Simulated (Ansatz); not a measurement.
# The valence band of H3CCl as photoemission sees it

Wanted: projected DOS of H3CCl, weighted into photoemission and X-ray emission spectra, at several levels of theory.

Calculated with Ansatz 0.2.0; DFT, PBEsol, plane-wave PAW, default files, scalar-relativistic, in the first sound run; inputs show where later runs differ.

### 1. The starting structure

It takes space group Cmc2_1 (No. 36, orthorhombic). The conventional cell has a = 6.501 Å, b = 5.121 Å, c = 7.652 Å, α = 90.00°, β = 90.00°, γ = 90.00°. Nearest to Cl lie 1 C at 1.79 Å. Nearest to C lie 3 H at 1.10 Å and 1 Cl at 1.79 Å. Nearest to H lie 1 C at 1.10 Å. Nearest to H lie 1 C at 1.10 Å. Farther neighbours and most contacts between anions are not listed.

### 2. Self-consistent run, DOS and bands

First the ground state, then the DOS by atom and shell, which the cross sections turn into spectra. The DOS is taken on a denser mesh than the density.

File input.yaml:

```yaml
crystal:
  lattice:
    - [3.250369, -2.560506, 0.0]
    - [3.250369, 2.560506, 0.0]
    - [0.0, 0.0, 7.651655]
  atoms:
    - { symbol: Cl, position: [0.864263, 0.135737, 0.253132] }
    - { symbol: Cl, position: [0.135737, 0.864263, 0.753132] }
    - { symbol: C, position: [0.62514, 0.37486, 0.424152] }
    - { symbol: C, position: [0.37486, 0.62514, 0.924152] }
    - { symbol: H, position: [0.515832, 0.20738, 0.503435] }
    - { symbol: H, position: [0.79262, 0.484168, 0.503435] }
    - { symbol: H, position: [0.484168, 0.79262, 0.003435] }
    - { symbol: H, position: [0.20738, 0.515832, 0.003435] }
    - { symbol: H, position: [0.430208, 0.569792, 0.363546] }
    - { symbol: H, position: [0.569792, 0.430208, 0.863546] }
kpoints:
  mp_grid: { grid: [6, 6, 4] }
  band_path:
    path:
      - [[0.0, 0.0, 0.0], [0.5, 0.5, 0.0], [0.594859, 0.405141, 0.0]]
      - [[0.405141, -0.405141, 0.0], [0.0, 0.0, 0.0], [0.0, 0.0, -0.5], [0.405141, -0.405141, -0.5]]
      - [[0.594859, 0.405141, -0.5], [0.5, 0.5, -0.5], [0.5, 0.5, 0.0]]
      - [[0.0, 0.0, 0.0], [0.5, 0.0, 0.0], [0.5, 0.0, -0.5]]
    npoints: 10
scf:
  occupations: { method: fermi_dirac, width: 0.02 }
  n_extra_bands: 24
hamiltonian:
  xc: pbesol
  pseudopotentials: { kind: paw }
output:
  forces: true
  stress: true
  dos:
    projected: true
    de: 0.05
    e_range: [-36, 12]
    nscf_kmesh: { grid: [10, 10, 6] }
  fatbands: true
```

Started as:

```
$ ansatz run input.yaml --threads 2 --pin off --max-ram 4096MiB --backend cpu --events-out ev --progress --plain --runs-dir out
```

Numbers of over 12 decimals in the logs are rounded to 6 here.

The log of the run:

```text
scf.n_extra_bands = 24 over 14 filled bands (N_el = 28.0): the run solves 38 bands
Engine: ansatz 0.2.0, aarch64-unknown-linux-gnu
Pseudopotentials: kind: paw
Pseudopotential: Cl, paw, valence charge 7, recommended cutoff 420 eV (normal), Cl.paw.azcp
Pseudopotential: C, paw, valence charge 4, recommended cutoff 420 eV (normal), C.paw.azcp
Pseudopotential: H, paw, valence charge 1, recommended cutoff 420 eV (normal), H.paw.azcp
Functional definition: PBEsol
  exchange = pbesol_x
  correlation = pbesol_c
Crystal: 10 atoms, lattice volume = 127.363 Å³
Basis set: ecut = 420 eV, 2479 PW (Γ), exchange–correlation on 60×60×108 points (8 copies of the dense FFT grid, shifted against one another)
Bands: 38, of which v1, the nominal top of the filled ones, is band 14 counted from 1 (13 counted from 0)
Symmetry: 4 space group operations
Space group: Cmc21 (ITA 36), of the structure as read, at distance tolerance 5.0e-5 Å
k-points: 39 of 144 (time reversal used)
Non-local potential: Cl, projectors of the file, l = 0: 2, l = 1: 2, l = 2: 2
Non-local potential: C, projectors of the file, l = 0: 2, l = 1: 2, l = 2: 1
Non-local potential: H, projectors of the file, l = 0: 2, l = 1: 1
PAW form: soft (Blöchl's): semilocal exchange-correlation on the pseudo side does not see the compensation charge
PAW frozen core: Cl, regenerated for the run's functional, and the local potential with it (the file was generated under x = pbe(κ = 0.804, μ = 0.219515), c = pbe(β = 0.066725))
PAW frozen core: C, regenerated for the run's functional, and the local potential with it (the file was generated under x = pbe(κ = 0.804, μ = 0.219515), c = pbe(β = 0.066725))
PAW one-centre angular grid: Cl, 110 points (default); XC on 64 Gauss nodes
PAW one-centre angular grid: C, 110 points (default); XC on 64 Gauss nodes
PAW one-centre angular grid: H, 110 points (default); XC on 64 Gauss nodes
Initial density: superposition of atomic densities (neutral atoms: chi_scale 0, normalization atom), corrected by the library's trained network
Initial wavefunctions: pseudopotential atomic-orbital guess
Functional: x = pbesol(κ = 0.804, μ = 0.123457), c = pbesol(β = 0.046)
SCF iter   1: F=—  HF=-2711.272877 eV  |F-HF|=—  |Δ(HF+E_count)|=         —  Δρ=3.91e-3  dr2=1.78e-2  ethr=1.77e-3  ⟨swp⟩=6.3  Hψ=7697  notcnv=0  defer=159
preconditioner: auto → Resta (q_TF=auto, 2.120 Å⁻¹)  ε∞=2.0  [insulator: Δε(μ)=5.395 eV  Ē_g=17.638 eV  σ=0.020 eV  W_gap=1.00  n_scr=22 (ndim 8)  ℏωp=17.4 eV  f_vac=0.023  D(μ)=0.00/eV (n_scr^D=0)  ε∞_Penn≈2.0]
SCF iter   2: F=—  HF=-2711.272421 eV  |F-HF|=—  |Δ(HF+E_count)|=   4.56e-4  Δρ=1.85e-3  dr2=3.11e-3  ethr=6.35e-5  ⟨swp⟩=2.3  Hψ=2277  notcnv=0  defer=690
SCF iter   3: F=—  HF=-2711.273436 eV  |F-HF|=—  |Δ(HF+E_count)|=   1.02e-3  Δρ=3.56e-4  dr2=1.64e-4  ethr=1.11e-5  ⟨swp⟩=3.0  Hψ=1551  notcnv=0  defer=690
SCF iter   4: F=—  HF=-2711.273557 eV  |F-HF|=—  |Δ(HF+E_count)|=   1.21e-4  Δρ=8.33e-5  dr2=8.20e-6  ethr=5.86e-7  ⟨swp⟩=2.1  Hψ=1190  notcnv=0  defer=690
SCF iter   5: F=—  HF=-2711.273567 eV  |F-HF|=—  |Δ(HF+E_count)|=   1.06e-5  Δρ=3.19e-5  dr2=1.30e-6  ethr=2.93e-8  ⟨swp⟩=2.0  Hψ=1264  notcnv=0  defer=690
SCF iter   6: F=—  HF=-2711.273569 eV  |F-HF|=—  |Δ(HF+E_count)|=   1.88e-6  Δρ=1.00e-5  dr2=1.22e-7  ethr=4.64e-9  ⟨swp⟩=2.0  Hψ=1270  notcnv=0  defer=690
SCF iter   7: F=-2711.273569 eV  HF=-2711.273569 eV  |F-HF|=6.85e-9  |Δ(HF+E_count)|=   7.44e-8  Δρ=1.82e-6  dr2=2.71e-9  ethr=3.57e-10  ⟨swp⟩=9.9  Hψ=8283  notcnv=0
SCF 1 converged in 7 iterations: F = -2711.273569 eV  dr2 = 2.71e-9
  greatest PAW one-centre occupation: 0.903 electrons in one spin orbital (limit 2), on the Cl atom at site 1 (counted from 0), in its partial waves of l = 0
NSCF: frozen V_eff on 94 k-points
NSCF: frozen V_eff on 124 k-points
SCF converged after 7 iterations
Free energy (F): -2711.273569 eV
Harris-Foulkes:  -2711.273569 eV  (|F-HF|=6.85e-9)
Internal energy: -2711.273569 eV  (E = F + TS)
E sigma→0 (E₀):  -2711.273569 eV
Fermi energy:    1.479896 eV
--- Per-component energies (eV) ---
  E_band       = -179.461146
  E_kinetic    = 581.587291
  E_local      = -1157.350847  (includes V_loc(G=0)·N_el)
  E_nonlocal   = 122.311281
  E_hartree    = 356.315897
  E_xc         = -357.564743
  E_vxc        = -426.385035  (∫ρ·V_xc dr)
  E_paw        = -1477.494739  (= ΣΔE_a)
  E_vpaw       = -12.247971  (= ΣTr[D̂ρ^β])
  E_aug_tail   = -0.007913  (compensation charges beyond the density's cutoff)
  E_ewald      = -779.268860
  E_core_change = 0.199065  (= ΣΔE_core)
  E_smearing   = -0.000000  (= −TS)
  E_closure    = -0.000000  (closes the sum)
  Σ components = -2711.273569   (vs F -2711.273569, Δ=0.00e0)
--- Forces (eV/Å), atoms counted from 1 ---
  atom   1  Cl     0.00000000     0.06815644     0.07087551
  atom   2  Cl     0.00000000    -0.06815644     0.07087551
  atom   3  C     -0.00000000     0.02903320    -0.17646909
  atom   4  C      0.00000000    -0.02903320    -0.17646909
  atom   5  H     -0.09500917     0.00714022     0.01886295
  atom   6  H      0.09500917     0.00714022     0.01886295
  atom   7  H      0.09500917    -0.00714022     0.01886295
  atom   8  H     -0.09500917    -0.00714022     0.01886295
  atom   9  H      0.00000000    -0.10350669     0.06786253
  atom  10  H      0.00000000     0.10350669     0.06786253
  max |Σ_I F_I| component: 1.03e-5 eV/Å
--- Stress (GPa, compression-positive) ---
        0.273869       0.000000       0.000000
        0.000000      -0.608927       0.000000
        0.000000       0.000000      -0.424567
  P = ⅓ Tr σ = -0.2532 GPa (-2.532 kbar)
--- Band table (eV; the first three rows and the last of 39) ---
  k-point 0: bands = [... 10 lower, -1.8771, -1.6213, -1.5984, -1.2923, 4.8027, 5.0298, 5.5724, 6.5967, ... 20 higher]
  k-point 1: bands = [... 10 lower, -1.8371, -1.6422, -1.5743, -1.3419, 4.5909, 4.6654, 6.0290, 6.7302, ... 20 higher]
  k-point 2: bands = [... 10 lower, -1.7416, -1.7416, -1.4594, -1.4594, 4.4356, 4.4356, 6.5479, 6.5479, ... 20 higher]
  k-point 38: bands = [... 10 lower, -1.8998, -1.8998, -1.6925, -1.6925, 4.7044, 4.7044, 7.6364, 7.6364, ... 20 higher]
```

Wall time 42 s (2 threads of Arm Neoverse V2, shared host); peak memory 0.53 GiB.

Reading the cycles: dr2 is the Hartree energy of the density residual (eV), the measure of convergence; HF is the Harris–Foulkes estimate of the energy, which meets the free energy F at convergence.

Numbers from this step:

```yaml
free_energy: -2711.2736 eV
fermi_energy: 1.480 eV
symmetry_operations: 4
pressure: -0.2532 GPa
gap_on_the_k_mesh: 5.425 eV
zero_of_energy: valence-band maximum
share_of_occupied_states_in_no_projected_shell: 0.0106 of the occupied states in the window
gap_on_the_path: 5.422 eV
least_direct_gap_on_the_path: 5.477 eV
valence_top_on_path: 0 eV
```

Electronic bands along the path, in eV, zero at the valence-band maximum; v1 is the highest filled band, c1 the lowest empty one:

| point | v4 | v3 | v2 | v1 | c1 | c2 |
| --- | --- | --- | --- | --- | --- | --- |
| Γ | -0.63 | -0.38 | -0.35 | -0.05 | 6.05 | 6.27 |
| halfway | -0.72 | -0.43 | -0.36 | -0.24 | 6.32 | 6.52 |
| Y | -0.96 | -0.93 | -0.34 | 0.00 | 6.29 | 6.42 |
| halfway | -0.92 | -0.92 | -0.31 | 0.00 | 6.29 | 6.35 |
| F0 | -0.88 | -0.79 | -0.22 | -0.01 | 6.20 | 6.27 |
| jump to Δ0 | -0.88 | -0.79 | -0.22 | -0.01 | 6.20 | 6.27 |
| halfway | -0.56 | -0.26 | -0.07 | -0.05 | 5.49 | 6.56 |
| Γ | -0.63 | -0.38 | -0.35 | -0.05 | 6.05 | 6.27 |
| halfway | -0.59 | -0.40 | -0.33 | -0.10 | 5.83 | 5.91 |
| Z | -0.50 | -0.50 | -0.21 | -0.21 | 5.68 | 5.68 |
| halfway | -0.30 | -0.30 | -0.17 | -0.17 | 6.14 | 6.14 |
| B0 | -0.52 | -0.52 | -0.43 | -0.43 | 6.09 | 6.09 |
| jump to G0 | -0.52 | -0.52 | -0.43 | -0.43 | 6.09 | 6.09 |
| halfway | -0.62 | -0.62 | -0.44 | -0.44 | 5.99 | 5.99 |
| T | -0.66 | -0.66 | -0.45 | -0.45 | 5.95 | 5.95 |
| halfway | -0.87 | -0.78 | -0.43 | -0.13 | 6.08 | 6.18 |
| Y | -0.96 | -0.93 | -0.34 | 0.00 | 6.29 | 6.42 |
| jump to Γ | -0.63 | -0.38 | -0.35 | -0.05 | 6.05 | 6.27 |
| halfway | -0.42 | -0.41 | -0.21 | -0.15 | 5.66 | 6.67 |
| S | -0.44 | -0.33 | -0.20 | -0.07 | 6.03 | 6.26 |
| halfway | -0.46 | -0.39 | -0.14 | -0.04 | 6.16 | 6.35 |
| R | -0.46 | -0.46 | -0.05 | -0.05 | 6.38 | 6.38 |

Of the projections kept (Cl s, Cl p, C s, C p, H s, not projected), the largest for each band there; the rest of the weight can lie on other orbitals:

| point | v4 | v3 | v2 | v1 | c1 | c2 |
| --- | --- | --- | --- | --- | --- | --- |
| Γ | Cl p 0.86 | Cl p 0.90 | Cl p 0.87 | Cl p 0.87 | C p 0.30 | H s 0.47 |
| Y | Cl p 0.88 | Cl p 0.85 | Cl p 0.84 | Cl p 0.81 | C p 0.44 | C p 0.40 |
| F0 | Cl p 0.86 | Cl p 0.86 | Cl p 0.84 | Cl p 0.82 | C p 0.32 | C p 0.46 |
| Δ0 | Cl p 0.86 | Cl p 0.86 | Cl p 0.84 | Cl p 0.82 | C p 0.32 | C p 0.46 |
| Γ | Cl p 0.86 | Cl p 0.90 | Cl p 0.87 | Cl p 0.87 | C p 0.30 | H s 0.47 |
| Z | Cl p 0.88 | Cl p 0.88 | Cl p 0.88 | Cl p 0.88 | C p 0.23 | C p 0.23 |

The DOS has structure finer than the step of the table below, so its rows give means over 1 eV, whole bins alone (the curve runs from -16.1 to 14.7 eV). Peaks (eV: height): total -14.4: 23.7, -9.7: 16.2, -3.3: 19.7, -0.1: 15.2; Cl 3p -3.3: 9.44, -0.1: 12.8, 6.4: 2.16; C 2p -14.4: 1.55, -3.6: 6.05, -3.3: 7.10, 6.4: 2.93; H 1s -9.7: 4.58, -3.6: 3.11, -3.3: 2.18, 9.0: 2.28; C 2s -14.4: 3.90, -9.6: 6.03, 6.1: 0.907.

DOS against E, zero at the valence-band maximum; means over each step; values in states/eV/cell:

| E (eV) | total | Cl 3p | C 2p | H 1s | C 2s | Cl 3s |
| --- | --- | --- | --- | --- | --- | --- |
| -15 | 1.63 | 0.0376 | 0.100 | 0.144 | 0.270 | 1.07 |
| -14 | 2.37 | 0.0557 | 0.153 | 0.174 | 0.390 | 1.59 |
| -13 | 0 | 0 | 0 | 0 | 0 | 0 |
| -12 | 0 | 0 | 0 | 0 | 0 | 0 |
| -11 | 0 | 0 | 0 | 0 | 0 | 0 |
| -10 | 3.90 | 0.259 | 0.178 | 1.08 | 1.46 | 0.866 |
| -9 | 0.101 | 0.00611 | 0.00502 | 0.0234 | 0.0382 | 0.0260 |
| -8 | 0 | 0 | 0 | 0 | 0 | 0 |
| -7 | 0 | 0 | 0 | 0 | 0 | 0 |
| -6 | 0 | 0 | 0 | 0 | 0 | 0 |
| -5 | 0.113 | 0.0225 | 0.0578 | 0.0299 | 4.0e-5 | 8.1e-5 |
| -4 | 7.91 | 1.37 | 4.23 | 2.15 | 0.00738 | 0.0254 |
| -3 | 3.98 | 1.87 | 1.44 | 0.458 | 0.00771 | 0.148 |
| -2 | 0 | 0 | 0 | 0 | 0 | 0 |
| -1 | 1.97 | 1.70 | 0.0814 | 0.180 | 0.00355 | 5.3e-4 |
| 0 | 6.03 | 5.12 | 0.389 | 0.458 | 0.0107 | 0.00160 |
| 1 | 0 | 0 | 0 | 0 | 0 | 0 |
| 2 | 0 | 0 | 0 | 0 | 0 | 0 |
| 3 | 0 | 0 | 0 | 0 | 0 | 0 |
| 4 | 0 | 0 | 0 | 0 | 0 | 0 |
| 5 | 0.0215 | 0.00391 | 0.00474 | 0.00423 | 0.00478 | 0.00103 |
| 6 | 3.71 | 0.948 | 1.22 | 0.321 | 0.489 | 0.181 |
| 7 | 0.566 | 0.115 | 0.174 | 0.0947 | 0.0569 | 0.0214 |
| 8 | 3.15 | 0.134 | 0.503 | 0.944 | 0.176 | 0.0259 |
| 9 | 5.17 | 0.120 | 0.775 | 1.59 | 0.119 | 0.0135 |
| 10 | 3.56 | 0.0424 | 0.394 | 0.902 | 0.118 | 0.00377 |
| 11 | 3.50 | 0.0220 | 0.226 | 0.343 | 0.0424 | 0.00185 |
| 12 | 3.56 | 0.0316 | 0.268 | 0.341 | 0.0411 | 0.00410 |
| 13 | 3.43 | 0.0232 | 0.186 | 0.271 | 0.0437 | 0.00282 |
| 14 | 4.14 | 0.0160 | 0.193 | 0.389 | 0.0724 | 0.00172 |

Simulated valence spectra by photon energy, shown to 13 eV, since a deeper line would dwarf them at some energies; the 100 % can be that line's tail at the edge; this run's widths, added to any smearing of the DOS itself: Gaussian 0.6 eV, Lorentzian 0.05 eV plus 0.08 an eV of depth. Table of intensity by binding energy, zero at the valence-band maximum; values in % of the maximum within 13 eV:

| binding energy (eV) | 100 eV | 250 eV | 1486.7 eV | 5414.7 eV |
| --- | --- | --- | --- | --- |
| -1.0 | 1.02 | 0.941 | 1.03 | 1.40 |
| -0.5 | 5.78 | 5.67 | 5.76 | 6.14 |
| 0.0 | 64.2 | 64.0 | 64.0 | 64.1 |
| 0.5 | 86.9 | 87.1 | 87.1 | 87.2 |
| 1.0 | 19.5 | 19.4 | 19.5 | 20.0 |
| 1.5 | 2.86 | 2.52 | 2.66 | 3.40 |
| 2.0 | 2.64 | 2.03 | 2.20 | 3.26 |
| 2.5 | 6.10 | 4.60 | 4.92 | 7.27 |
| 3.0 | 28.6 | 22.0 | 23.4 | 33.8 |
| 3.5 | 53.5 | 36.9 | 36.8 | 50.6 |
| 4.0 | 43.3 | 25.1 | 21.6 | 26.2 |
| 4.5 | 22.0 | 12.7 | 10.8 | 12.9 |
| 5.0 | 6.02 | 3.63 | 3.47 | 5.01 |
| 5.5 | 2.44 | 1.58 | 1.84 | 3.42 |
| 6.0 | 1.61 | 1.12 | 1.54 | 3.34 |
| 6.5 | 1.36 | 1.00 | 1.58 | 3.76 |
| 7.0 | 1.38 | 1.07 | 1.84 | 4.63 |
| 7.5 | 1.66 | 1.32 | 2.41 | 6.24 |
| 8.0 | 2.36 | 1.91 | 3.60 | 9.45 |
| 8.5 | 4.25 | 3.46 | 6.57 | 17.3 |
| 9.0 | 10.3 | 8.41 | 15.9 | 41.9 |
| 9.5 | 22.7 | 18.4 | 34.7 | 91.1 |
| 10.0 | 20.1 | 16.3 | 30.9 | 81.2 |
| 10.5 | 8.44 | 6.93 | 13.4 | 35.7 |
| 11.0 | 3.95 | 3.33 | 6.84 | 18.8 |
| 11.5 | 2.67 | 2.34 | 5.26 | 15.0 |
| 12.0 | 2.43 | 2.23 | 5.46 | 16.1 |
| 12.5 | 2.82 | 2.70 | 7.07 | 21.4 |

Maxima picked by a test of local sharpness, so broad peaks and shoulders can be missing; peaks within 0.45 eV of a curve's cut are left out. Valence peaks, by row:

| photon energy (eV) | binding energy (eV) | height (% of the maximum within 13 eV) | main shell | its share (%) |
| --- | --- | --- | --- | --- |
| 100 | 14.46 | 20.67 | Cl 3s | 68.42 |
| 100 | 9.712 | 24.74 | C 2s | 57.53 |
| 100 | 3.512 | 53.77 | Cl 3p | 51.12 |
| 100 | 0.3122 | 100 | Cl 3p | 94.66 |
| 250 | 14.46 | 20.93 | Cl 3s | 79.76 |
| 250 | 9.712 | 20.09 | C 2s | 48.75 |
| 250 | 3.412 | 37.85 | Cl 3p | 78.74 |
| 250 | 0.3122 | 100 | Cl 3p | 98.43 |
| 1487 | 14.46 | 59.43 | Cl 3s | 92.93 |
| 1487 | 9.712 | 37.88 | Cl 3s | 66.74 |
| 1487 | 3.362 | 38.61 | Cl 3p | 77.77 |
| 1487 | 0.3122 | 100 | Cl 3p | 99.19 |
| 5415 | 14.46 | 184.2 | Cl 3s | 96.75 |
| 5415 | 9.712 | 99.41 | Cl 3s | 82.07 |
| 5415 | 3.362 | 54.31 | Cl 3p | 54.88 |
| 5415 | 0.3122 | 100 | Cl 3p | 98.46 |

The intensity has structure finer than the step of the table below, so its rows give means over 1 eV, whole bins alone (the curve runs from -16.1 to 1.46 eV). Peaks (eV: height): Cl K-beta -3.4: 35.3, -0.3: 99.9; Cl K-beta, E along x -0.3: 150; Cl K-beta, E along y -3.4: 43.1, -0.3: 80.1; Cl K-beta, E along z -3.3: 48.0, -0.3: 69.4; Cl L2,3 -14.4: 99.6, -9.7: 46.0, -3.3: 13.9.

Shapes are the site's partial DOS without matrix elements, which overweights lines from ligand s bands. Table of intensity by emission energy less the core level's binding energy, zero at the valence-band maximum; means over each step; 7 of 9 lines; values in % of the unpolarised maximum:

| emission energy less the core level's binding energy (eV) | Cl K-beta | Cl K-beta, E along x | Cl K-beta, E along y | Cl K-beta, E along z | Cl L2,3 | C K | C K, E along x |
| --- | --- | --- | --- | --- | --- | --- | --- |
| -15 | 0.737 | 0.158 | 0.967 | 1.09 | 67.7 | 2.30 | 0.134 |
| -14 | 0.799 | 0.184 | 1.04 | 1.17 | 69.7 | 2.40 | 0.155 |
| -13 | 0.553 | 0.216 | 0.686 | 0.757 | 19.7 | 0.799 | 0.157 |
| -12 | 0.602 | 0.261 | 0.736 | 0.809 | 8.85 | 0.514 | 0.191 |
| -11 | 1.07 | 0.323 | 1.36 | 1.52 | 10.0 | 0.770 | 0.252 |
| -10 | 2.46 | 0.414 | 3.27 | 3.71 | 34.5 | 2.61 | 0.370 |
| -9 | 2.05 | 0.539 | 2.65 | 2.96 | 21.2 | 1.81 | 0.499 |
| -8 | 1.30 | 0.746 | 1.52 | 1.62 | 4.81 | 0.896 | 0.751 |
| -7 | 1.54 | 1.15 | 1.71 | 1.77 | 2.24 | 1.20 | 1.35 |
| -6 | 2.76 | 2.18 | 3.03 | 3.07 | 1.47 | 2.62 | 3.27 |
| -5 | 8.45 | 6.89 | 9.29 | 9.16 | 1.42 | 16.6 | 22.3 |
| -4 | 26.1 | 16.7 | 29.7 | 31.8 | 5.16 | 85.2 | 111 |
| -3 | 25.8 | 10.5 | 31.8 | 35.2 | 8.24 | 42.4 | 36.3 |
| -2 | 12.1 | 12.0 | 12.1 | 12.3 | 1.01 | 4.13 | 4.10 |
| -1 | 47.3 | 68.2 | 38.8 | 34.9 | 0.576 | 4.74 | 6.38 |
| 0 | 70.9 | 106 | 57.0 | 49.5 | 0.490 | 9.83 | 14.4 |

Sums over each group's atoms; left-over states aren't shared out by site. Site centres, by row:

| group | element | shell | occupied states | centre of occupied part (eV) | centre up to the window's top (eV) |
| --- | --- | --- | --- | --- | --- |
| Cl1 | Cl | 3s | 3.723 | -12.81 | -11.54 |
| Cl1 | Cl | 3p | 10.44 | -1.733 | -0.6465 |
| C3 | C | 2s | 2.184 | -11.04 | -4.183 |
| C3 | C | 2p | 6.638 | -4.129 | 0.7285 |
| H5 | H | 1s | 3.135 | -5.503 | 2.575 |
| H9 | H | 1s | 1.565 | -5.433 | 2.692 |

Shapes are the site's partial DOS without matrix elements, which overweights lines from ligand s bands. Emission peaks, by row:

| line | energy (eV) | height (%) |
| --- | --- | --- |
| Cl K-beta | -3.412 | 35.31 |
| Cl K-beta | -0.3122 | 100 |
| Cl K-beta, E along x | -3.912 | 18.38 |
| Cl K-beta, E along x | -0.3122 | 150.4 |
| Cl K-beta, E along y | -3.412 | 43.32 |
| Cl K-beta, E along y | -0.3122 | 80.17 |
| Cl K-beta, E along z | -9.662 | 4.414 |
| Cl K-beta, E along z | -3.362 | 48.18 |
| Cl K-beta, E along z | -0.3122 | 69.42 |
| Cl L2,3 | -14.46 | 100 |
| Cl L2,3 | -9.712 | 46.26 |
| Cl L2,3 | -3.312 | 13.92 |
| C K | -3.812 | 100 |
| C K | -0.2622 | 16.62 |
| C K, E along x | -3.812 | 133.6 |
| C K, E along x | -0.2622 | 24.57 |
| C K, E along y | -14.46 | 4.72 |
| C K, E along y | -9.662 | 4.469 |
| C K, E along y | -3.812 | 87.4 |
| C K, E along y | -0.2622 | 13.62 |
| C K, E along z | -14.46 | 5.236 |
| C K, E along z | -9.712 | 5.529 |
| C K, E along z | -3.462 | 84.82 |
| C K, E along z | -0.2622 | 11.68 |

Broadened DOS, unweighted empty DOS against E, zero at the valence-band maximum; read off at these points:

| E (eV) | broadened DOS, unweighted empty DOS (states/eV/cell) |
| --- | --- |
| 4.50 | 5.3e-5 |
| 5.00 | 0.0279 |
| 5.50 | 0.902 |
| 6.00 | 3.96 |
| 6.16 | 4.43 |
| 6.50 | 2.92 |
| 7.00 | 0.516 |
| 7.50 | 1.51 |
| 8.00 | 3.55 |
| 8.50 | 3.75 |
| 9.00 | 5.47 |
| 9.06 | 5.50 |
| 9.50 | 4.78 |
| 10.00 | 3.71 |
| 10.50 | 2.93 |
| 11.00 | 3.76 |
| 11.50 | 3.16 |
| 12.00 | 3.88 |
| 12.06 | 3.88 |
| 12.50 | 3.56 |
| 13.00 | 3.29 |
| 13.50 | 3.96 |
| 13.76 | 4.27 |
| 14.00 | 4.07 |

Recipe: projected DOS times atomic cross section and asymmetry factor (unpolarised light, 60° from the beam), occupied states only, Fermi edge at 20 K, a Lorentzian width of 0.05 eV growing by 0.08 eV per eV of binding energy, and a resolution of 0.6 eV. Curves are cut 10 eV under the photon energy, above any shell that the free atom's threshold puts out of reach, or at the lower edge of the window: 16.2 eV at 100 eV, 16.2 eV at 250 eV, 16.2 eV at 1486.7 eV and 16.2 eV at 5414.7 eV. Matrix elements of the solid and inelastic losses aren't modelled, nor non-dipole terms, which matter above 3 keV.

Share of each shell in the spectrum's area (%), by photon energy:

| shell | 100 eV | 250 eV | 1486.7 eV | 5414.7 eV |
| --- | --- | --- | --- | --- |
| Cl 3s | 16.4 | 22.5 | 50.3 | 75.4 |
| Cl 3p | 50.5 | 61.1 | 41.5 | 19.2 |
| C 2s | 13.1 | 10.5 | 7.4 | 5.2 |
| C 2p | 17.0 | 5.1 | 0.6 | 0.1 |
| H 1s | 3.0 | 0.9 | 0.2 | 0.1 |

At this level the gap is 5.42 eV on the path.

[end of part 1 of 2]

[Logs are printed without paths, hosts, clocks, repeated set-up lines and the standing remarks that a program may print on its own settings, such as how far it seeks lower states.]

[Hosts, paths, dates, database ids (printed as entryN), source tags and the programs' standing remarks are cut or masked in the printed files.]

[Maps of the electrostatic potential energy from Ansatz leave out the sawtooth potential of an applied field or a dipole correction, so their vacuum need not be flat; work functions include it.]

[Peak lists hold at most the 14 tallest peaks of each spectrum; further lines can be left out.]
